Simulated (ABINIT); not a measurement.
# ZnSe (Stilleite): G0W0 with ABINIT, start to end, part 2 of 3

Wanted: ground state, empty states, screening and self-energy for ZnSe (Stilleite).

ABINIT 10.8.3; LDA and many-body steps on it, plane waves. Known limits of the many-body steps: not at the basis limit; no spin-orbit coupling; coarse k mesh.

So far. Step 2 (Ground state): The gap is direct, at Γ.

### Step 3. Bands along the symmetry lines

Level of this step: DFT, LDA, plane waves, norm-conserving pseudopotentials (ABINIT).

Levels along a band path, at the cheap level, show where the edges lie and whether the meshes to come will hold them.

The input, run.abi:

```
acell 3*1.0 Angstrom
rprim 
  -0.000000000000 2.833800000000 2.833800000000
  2.833800000000 -0.000000000000 2.833800000000
  2.833800000000 2.833800000000 0.000000000000
ntypat 2
znucl 30 34
natom 2
typat 1 2
xred 
  0.000000000000 0.000000000000 0.000000000000
  0.250000000000 0.250000000000 0.250000000000
pp_dirpath "pseudos"
pseudos "Zn.upf, Se.upf"
ecut 48
iscf -2
irdden 1
kptopt 0
nkpt 50
kpt 
  0.00000000 0.00000000 0.00000000
  -0.06250000 -0.06250000 0.00000000
  -0.12500000 -0.12500000 0.00000000
  -0.18750000 -0.18750000 0.00000000
  -0.25000000 -0.25000000 0.00000000
  -0.31250000 -0.31250000 0.00000000
  -0.37500000 -0.37500000 0.00000000
  -0.43750000 -0.43750000 0.00000000
  -0.50000000 -0.50000000 0.00000000
  -0.48437500 -0.48437500 0.03125000
  -0.46875000 -0.46875000 0.06250000
  -0.45312500 -0.45312500 0.09375000
  -0.43750000 -0.43750000 0.12500000
  -0.42187500 -0.42187500 0.15625000
  -0.40625000 -0.40625000 0.18750000
  -0.39062500 -0.39062500 0.21875000
  -0.37500000 -0.37500000 0.25000000
  -0.37500000 0.00000000 0.37500000
  -0.32812500 0.00000000 0.32812500
  -0.28125000 0.00000000 0.28125000
  -0.23437500 0.00000000 0.23437500
  -0.18750000 0.00000000 0.18750000
  -0.14062500 0.00000000 0.14062500
  -0.09375000 0.00000000 0.09375000
  -0.04687500 0.00000000 0.04687500
  0.00000000 0.00000000 0.00000000
  0.00000000 0.00000000 0.06250000
  0.00000000 0.00000000 0.12500000
  0.00000000 0.00000000 0.18750000
  0.00000000 0.00000000 0.25000000
  0.00000000 0.00000000 0.31250000
  0.00000000 0.00000000 0.37500000
  0.00000000 0.00000000 0.43750000
  0.00000000 0.00000000 0.50000000
  -0.06250000 -0.03125000 0.46875000
  -0.12500000 -0.06250000 0.43750000
  -0.18750000 -0.09375000 0.40625000
  -0.25000000 -0.12500000 0.37500000
  -0.31250000 -0.15625000 0.34375000
  -0.37500000 -0.18750000 0.31250000
  -0.43750000 -0.21875000 0.28125000
  -0.50000000 -0.25000000 0.25000000
  -0.50000000 -0.28125000 0.21875000
  -0.50000000 -0.31250000 0.18750000
  -0.50000000 -0.34375000 0.15625000
  -0.50000000 -0.37500000 0.12500000
  -0.50000000 -0.40625000 0.09375000
  -0.50000000 -0.43750000 0.06250000
  -0.50000000 -0.46875000 0.03125000
  -0.50000000 -0.50000000 0.00000000
istwfk *1
nband 32
nbdbuf 5
tolwfr 1e-07
nstep 50
prtwf 0
prtvol 0
indata_prefix "in"
outdata_prefix "out"
tmpdata_prefix "tmp"
```

Run with:

```console
> OMP_NUM_THREADS=1 mpirun -n 4 abinit run.abi > log
```

Numbers of over 12 decimals in the logs are rounded to 6 here.

The program printed:

```text
.Version 10.8.3 of ABINIT. v10.8.2 released Aug 2026.

 Symmetries : space group F-4 3 m (#216); Bravais cF (face-center cubic)
[... echo of the input left out ...]
== DATASET  1 ==================================================================
-   mpi_nproc: 4, omp_nthreads: 1 (-1 if OMP is not activated)

--- !DatasetInfo
iteration_state: {dtset: 1, }
dimensions: {natom: 2, nkpt: 50, mband: 32, nsppol: 1, nspinor: 1, nspden: 1, mpw: 4917, }
cutoff_energies: {ecut:  48.0, pawecutdg:  -1.0, }
electrons: {nelect:   4.40000000E+01, charge:   0.00000000E+00, occopt:   1.00000000E+00, tsmear:   1.00000000E-02, }

 Real(R)+Recip(G) space primitive vectors, cartesian coordinates (Bohr,Bohr^-1):
 R(1)=  0.0000000  5.3551059  5.3551059  G(1)= -0.0933688  0.0933688  0.0933688
 R(2)=  5.3551059  0.0000000  5.3551059  G(2)=  0.0933688 -0.0933688  0.0933688
 R(3)=  5.3551059  5.3551059  0.0000000  G(3)=  0.0933688  0.0933688 -0.0933688
 Unit cell volume ucvol=  3.0713845E+02 bohr^3
 Angles (23,13,12)=  6.00000000E+01  6.00000000E+01  6.00000000E+01 degrees

 getcut: wavevector=  0.0000  0.0000  0.0000  ngfft=  48  48  48
         ecut(hartree)=     48.000   => boxcut(ratio)=   2.03223

--- Pseudopotential description ------------------------------------------------
- Zn Generated using ONCVPSP code by D. R. Hamann
- 30.00000  20.00000  180309                  znucl, zion, pspdat
12 -1012 2 -1 1296                            pspcod,pspxc,lmax,lloc,mmax
     nproj     2     2     2
  pspatm : epsatm=   26.73031766
         --- l  ekb(1:nproj) -->
             0    2.816464   -1.526266
             1   -4.652122   -1.331242
             2   -6.981448   -2.558296
 pspatm: atomic psp has been read  and splines computed

- Se Generated using ONCVPSP code by D. R. Hamann
- 34.00000  24.00000  180309                  znucl, zion, pspdat
12 -1012 2 -1 1198                            pspcod,pspxc,lmax,lloc,mmax
     nproj     2     2     2
  pspatm : epsatm=   25.89836092
         --- l  ekb(1:nproj) -->
[...]
pspatm: atomic psp has been read  and splines computed

--------------------------------------------------------------------------------

================================================================================
 prteigrs : about to open file out_EIG
 Non-SCF case, kpt    1 (  0.00000  0.00000  0.00000), residuals and eigenvalues=
  3.77E-08  9.84E-09  2.73E-08  9.04E-08  7.32E-08  7.51E-08  8.09E-08  2.65E-08
  1.97E-08  3.94E-08  2.04E-08  7.22E-09  4.71E-08  2.05E-08  8.91E-08  3.25E-08
  3.77E-08  6.20E-08  7.94E-08  1.44E-08  8.48E-08  2.61E-08  8.20E-08  7.04E-08
[...]
-7.4411E+00 -5.2375E+00 -5.2375E+00 -5.2375E+00 -4.4348E+00 -2.7671E+00
 -2.7671E+00 -2.7671E+00 -1.5886E+00 -1.5886E+00 -1.5886E+00 -1.5884E+00
 -1.5884E+00 -3.4985E-01 -1.0483E-01 -1.0483E-01 -1.0483E-01 -9.1587E-02
[...]
6.1319E-01  6.1319E-01
 Non-SCF case, kpt    2 ( -0.06250 -0.06250  0.00000), residuals and eigenvalues=
[...]
6.1834E-01  6.3401E-01
 Non-SCF case, kpt    3 ( -0.12500 -0.12500  0.00000), residuals and eigenvalues=
[...]
6.3377E-01  6.5568E-01
[...]
Non-SCF case, kpt   49 ( -0.50000 -0.46875  0.03125), residuals and eigenvalues=
[...]
6.9554E-01  7.9045E-01
 Non-SCF case, kpt   50 ( -0.50000 -0.50000  0.00000), residuals and eigenvalues=
[...]
-8.5028E-02 -3.7667E-02  5.8885E-02  5.8885E-02  2.4313E-01  2.6190E-01
  5.2552E-01  5.4711E-01  5.4711E-01  6.5635E-01  6.7027E-01  6.7027E-01
  6.8196E-01  7.8647E-01

--- !ResultsGS
iteration_state: {dtset: 1, }
comment   : Summary of ground state results
lattice_vectors:
- [ -0.0000000,   5.3551059,   5.3551059, ]
- [  5.3551059,  -0.0000000,   5.3551059, ]
- [  5.3551059,   5.3551059,   0.0000000, ]
lattice_lengths: [   7.57326,    7.57326,    7.57326, ]
lattice_angles: [ 60.000,  60.000,  60.000, ] # degrees, (23, 13, 12)
lattice_volume:   3.0713845E+02
convergence: {deltae:  0.000E+00, res2:  0.000E+00, residm:  9.960E-08, diffor:  0.000E+00, }
etotal    :  -5.50448615E+02
entropy   :   0.00000000E+00
fermie    :   1.39712178E-01
cartesian_stress_tensor: null
pressure_GPa: null
xred      :
- [  0.0000E+00,   0.0000E+00,   0.0000E+00, Zn]
- [  2.5000E-01,   2.5000E-01,   2.5000E-01, Se]
cartesian_forces: null
force_length_stats: {min: null, max: null, mean: null, }

 Integrated electronic density in atomic spheres:
 ------------------------------------------------
 Atom  Sphere_radius  Integrated_density
[...]
================================================================================

 ----iterations are completed or convergence reached----

 Mean square residual over all n,k,spin=   45.112E-09; max=  99.602E-09
 reduced coordinates (array xred) for    2 atoms
       0.000000000000      0.000000000000      0.000000000000
       0.250000000000      0.250000000000      0.250000000000

 cartesian coordinates (angstrom) at end:
    1      0.000000     0.000000     0.000000
    2      1.416900     1.416900     1.416900
 length scales=  1.889726125908  1.889726125908  1.889726125908 bohr
              =  1.000000000000  1.000000000000  1.000000000000 angstroms
 prteigrs : about to open file out_EIG
 Eigenvalues (hartree) for nkpt=  50  k points:
 kpt#   1, nband= 32, wtk=  1.00000, kpt=  0.0000  0.0000  0.0000 (reduced coord)
[...]
kpt#   2, nband= 32, wtk=  1.00000, kpt= -0.0625 -0.0625  0.0000 (reduced coord)
[...]
kpt#   3, nband= 32, wtk=  1.00000, kpt= -0.1250 -0.1250  0.0000 (reduced coord)
[...]
kpt#  49, nband= 32, wtk=  1.00000, kpt= -0.5000 -0.4687  0.0313 (reduced coord)
[...]
kpt#  50, nband= 32, wtk=  1.00000, kpt= -0.5000 -0.5000  0.0000 (reduced coord)
[...]
-0.09572   -0.08983   -0.08503   -0.03767    0.05889    0.05889    0.24313    0.26190
   0.52552    0.54711    0.54711    0.65635    0.67027    0.67027    0.68196    0.78647

== END DATASET(S) ==============================================================
================================================================================

 -outvars: echo values of variables after computation  --------
            nband          32
             nkpt          50
          spgroup         216
 [... the other variables as echoed above ...]

 Calculation completed.
```

Elapsed: 29 s, on 4 MPI ranks of Arm Neoverse V1, shared host; peak memory 0.39 GiB; 1.9 min of CPU time.

This step gave:

| Item | Value |
| --- | --- |
| gap | 1.028 eV |
| k of the valence top | 0, 0, 0 |
| k of the conduction bottom | 0, 0, 0 |
| least direct gap | 1.028 eV |

The gap is 1.028 eV, as in the run before at this level.

Electronic bands along the path, in eV, zero at the top of the highest filled band:

```csv
point,band 19,band 20,band 21,band 22,band 23,band 24,band 25,band 26
Γ,-6.29,0.00,0.00,0.00,1.03,5.72,5.72,5.72
halfway,-6.27,-2.96,-1.26,-1.26,3.80,3.85,7.93,7.93
X,-6.12,-4.83,-2.20,-2.20,2.81,3.33,10.50,11.09
halfway,-6.08,-4.81,-2.59,-2.10,3.09,3.92,9.78,10.38
U,-6.03,-4.78,-3.13,-1.80,3.43,5.47,8.88,9.17
jump to K,-6.03,-4.78,-3.13,-1.80,3.43,5.47,8.88,9.17
halfway,-6.27,-3.41,-1.77,-0.50,3.63,5.81,6.53,6.60
Γ,-6.29,0.00,0.00,0.00,1.03,5.72,5.72,5.72
halfway,-6.29,-3.12,-0.48,-0.48,2.56,6.35,6.35,6.40
L,-6.14,-5.29,-0.87,-0.87,2.35,6.30,6.30,8.35
halfway,-6.08,-4.96,-2.45,-1.48,4.08,5.41,7.30,8.53
W,-5.99,-4.75,-2.80,-2.69,5.35,5.44,6.81,7.57
halfway,-6.05,-4.79,-2.51,-2.46,3.72,4.16,9.07,9.14
X,-6.12,-4.83,-2.20,-2.20,2.81,3.33,10.50,11.09
```

### Step 4. Empty states on the mesh, 4×4×4 mesh, 167 bands

The sums over transitions need many empty states on a uniform mesh; this step solves for them.

The input, run.abi:

```
acell 3*1.0 Angstrom
rprim 
  -0.000000000000 2.833800000000 2.833800000000
  2.833800000000 -0.000000000000 2.833800000000
  2.833800000000 2.833800000000 0.000000000000
ntypat 2
znucl 30 34
natom 2
typat 1 2
xred 
  0.000000000000 0.000000000000 0.000000000000
  0.250000000000 0.250000000000 0.250000000000
pp_dirpath "pseudos"
pseudos "Zn.upf, Se.upf"
ecut 48
ngkpt 4 4 4
nshiftk 1
shiftk 0 0 0
kptopt 1
chksymbreak 0
irdden 1
istwfk *1
nband 167
prtvol 0
optdriver 6
gwr_task "HDIAGO"
paral_kgb 0
occopt 1
indata_prefix "in"
outdata_prefix "out"
tmpdata_prefix "tmp"
```

The program printed:

```text
[banner, memory and clock lines left out]
.Version 10.8.3 of ABINIT. v10.8.2 released Aug 2026.

 Symmetries : space group F-4 3 m (#216); Bravais cF (face-center cubic)
[... echo of the input left out ...]
== DATASET  1 ==================================================================
-   mpi_nproc: 4, omp_nthreads: 1 (-1 if OMP is not activated)

--- !DatasetInfo
iteration_state: {dtset: 1, }
dimensions: {natom: 2, nkpt: 8, mband: 167, nsppol: 1, nspinor: 1, nspden: 1, mpw: 4910, }
cutoff_energies: {ecut:  48.0, pawecutdg:  -1.0, }
electrons: {nelect:   4.40000000E+01, charge:   0.00000000E+00, occopt:   1.00000000E+00, tsmear:   1.00000000E-02, }

.Using double precision arithmetic; gwpc =  8

- Reading GS density from: in_DEN

--- Pseudopotential description ------------------------------------------------
- Zn Generated using ONCVPSP code by D. R. Hamann
- 30.00000  20.00000  180309                  znucl, zion, pspdat
12 -1012 2 -1 1296                            pspcod,pspxc,lmax,lloc,mmax
     nproj     2     2     2
  pspatm : epsatm=   26.73031766
         --- l  ekb(1:nproj) -->
             0    2.816464   -1.526266
             1   -4.652122   -1.331242
             2   -6.981448   -2.558296
 pspatm: atomic psp has been read  and splines computed

- Se Generated using ONCVPSP code by D. R. Hamann
- 34.00000  24.00000  180309                  znucl, zion, pspdat
12 -1012 2 -1 1198                            pspcod,pspxc,lmax,lloc,mmax
     nproj     2     2     2
  pspatm : epsatm=   25.89836092
         --- l  ekb(1:nproj) -->
             0    3.542695   -2.986732
             1   -7.368149   -2.477856
             2  -10.200299   -4.476278
 pspatm: atomic psp has been read  and splines computed

   2.31566186E+03                                ecore*ucvol(ha*bohr**3)

 Total charge density [el/Bohr^3]
)     Maximum=    7.6066E+00  at reduced coord.    0.2083    0.2917    0.2917
)     Minimum=    1.9612E-03  at reduced coord.    0.7500    0.7500    0.7500
   Integrated=    4.4000E+01

 === KS gaps after direct diagonalization ===
 Direct band gap semiconductor
 Fundamental gap:     1.028 (eV)
   VBM:     3.802 (eV) at k: [ 0.0000E+00,  0.0000E+00,  0.0000E+00]
   CBM:     4.829 (eV) at k: [ 0.0000E+00,  0.0000E+00,  0.0000E+00]
 Direct gap:         1.028 (eV) at k: [ 0.0000E+00,  0.0000E+00,  0.0000E+00]

== END DATASET(S) ==============================================================

 -outvars: echo values of variables after computation  --------
           etotal      0.0000000000E+00
            nband         167
             nkpt           8
          spgroup         216
 [... the other variables as echoed above ...]

 Calculation completed.
```

It took 2.8 min on 4 MPI ranks; peak memory 5.3 GiB.

This step gave:

```yaml
gap: 1.028 eV
k_of_the_valence_top: 0, 0, 0
k_of_the_conduction_bottom: 0, 0, 0
least_direct_gap: 1.028 eV
k_points_computed: 8
lowest_point_of_the_top_converged_band_above_the_valence_top: 110.1673 eV
```

On this mesh the gap is 1.028 eV.

### Step 5. Screening, 4×4×4 mesh, 159 bands, screening to 179.6 eV

The RPA dielectric matrix is built and inverted for each q.

This step: RPA screening on LDA, plane waves, norm-conserving pseudopotentials.

run.abi, as its differences from that of step 4:

```diff
@@ -20,10 +20,11 @@
 chksymbreak 0
-irdden 1
 istwfk *1
-nband 167
-prtvol 0
-optdriver 6
-gwr_task "HDIAGO"
-paral_kgb 0
 occopt 1
+irdwfk 1
+optdriver 3
+nband 159
+ecuteps 6.6
+inclvkb 2
+awtr 1
+symchi 1
 indata_prefix "in"
```

The program printed:

```text
.Version 10.8.3 of ABINIT. v10.8.2 released Aug 2026.

 Symmetries : space group F-4 3 m (#216); Bravais cF (face-center cubic)
[... echo of the input left out ...]
== DATASET  1 ==================================================================
-   mpi_nproc: 4, omp_nthreads: 1 (-1 if OMP is not activated)

--- !DatasetInfo
iteration_state: {dtset: 1, }
dimensions: {natom: 2, nkpt: 8, mband: 159, nsppol: 1, nspinor: 1, nspden: 1, mpw: 4910, }
cutoff_energies: {ecut:  48.0, pawecutdg:  -1.0, }
electrons: {nelect:   4.40000000E+01, charge:   0.00000000E+00, occopt:   1.00000000E+00, tsmear:   1.00000000E-02, }

 SCREENING: Calculation of the susceptibility and dielectric matrices

 Based on a program developped by R.W. Godby, V. Olevano, G. Onida, and L. Reining.
 Incorporated in ABINIT by V. Olevano, G.-M. Rignanese, and M. Torrent.
.Using double precision arithmetic ; gwpc =  8

[... cell and pseudopotentials left out ...]
--------------------------------------------------------------------------------

 ==== K-mesh for the wavefunctions ====
 Number of points in the irreducible wedge :     8
[... list of points left out ...]
 Together with 24 symmetry operations and time-reversal symmetry
 yields    64 points in the full Brillouin Zone.

 ==== Q-mesh for the screening function ====
 Number of points in the irreducible wedge :     8
[... list of points left out ...]
 Together with 24 symmetry operations and time-reversal symmetry
 yields    64 points in the full Brillouin Zone.

 setmesh: FFT mesh size selected  =    32x   32x   32
          total number of points  =        32768

 vcoul_init : cutoff-mode = AUXILIARY_FUNCTION
 q-points for optical limit:   1
     1)      0.000010    0.000020    0.000030

- screening: taking advantage of time-reversal symmetry
- Maximum band index for partially occupied states nbvw = 22
- Remaining bands to be divided among processors   nbcw = 137
- Number of bands treated by each node ~34

 Number of electrons calculated from density =   44.0000; Expected =   44.0000
 average of density, n =  0.143258
 r_s =    1.1856
 omega_plasma =   36.5103 [eV]

 calculating chi0 at frequencies [eV] :
  1    0.000000E+00    0.000000E+00
  2    0.000000E+00    3.651025E+01

--------------------------------------------------------------------------------
  q-point number  1        q = ( 0.000000, 0.000000, 0.000000) [r.l.u.]
--------------------------------------------------------------------------------
[... chi0 elements left out ...]
 For q-point:  0.000010 0.000020 0.000030
  dielectric constant =  19.5594
  dielectric constant without local fields =  20.6533

  Average fulfillment of the sum rule on Im[epsilon] for q-point    1 :     44.93  [%]
[... wings left out ...]
  q-point number  2        q = ( 0.250000, 0.000000, 0.000000) [r.l.u.]
--------------------------------------------------------------------------------
[... chi0 elements left out ...]
  Average fulfillment of the sum rule on Im[epsilon] for q-point    2 :     52.28  [%]

 [... 6 further q-points ...]
```

The job ended after 89 s (4 MPI ranks; peak memory 1.4 GiB; 5.9 min of CPU time).

Numbers from this step:

- ε∞ with local fields, on this mesh, along the program's q direction: 19.56
- the same without local fields: 20.65
- plasma frequency: 36.51 eV
- plane waves in the screening matrix: 259

Local fields lower ε∞ by 5 %. On a Γ-centred mesh this coarse the value itself is usually too large, while a short band sum pulls it down.

(Part 2 of 3 ends here.)

[Paths, hosts, dates, memory and timing lines, banners, echoed tables and standing remarks are left out of the program output.]

[Logs are printed without paths, hosts, clocks, repeated set-up lines and the standing remarks that a program may print on its own settings, such as how far it seeks lower states.]

[Runs of the session that timed out or met a known fault of the program may be left out.]

[No measured gap is set beside runs whose start may be inverted or whose files or cutoffs have a known fault.]

[Hosts, paths, dates, database ids (printed as entryN), source tags and the programs' standing remarks are cut or masked in the printed files.]

[G0W0 gaps are taken among the corrected bands and points alone; a level outside them can change the order at an edge.]

[Where Ansatz stands beside ABINIT at settings called matched, ABINIT's density can come from a denser mesh and the files from another edition; pairs whose starting gaps differed by over 0.03 eV were left out, so agreement reads better than it is.]
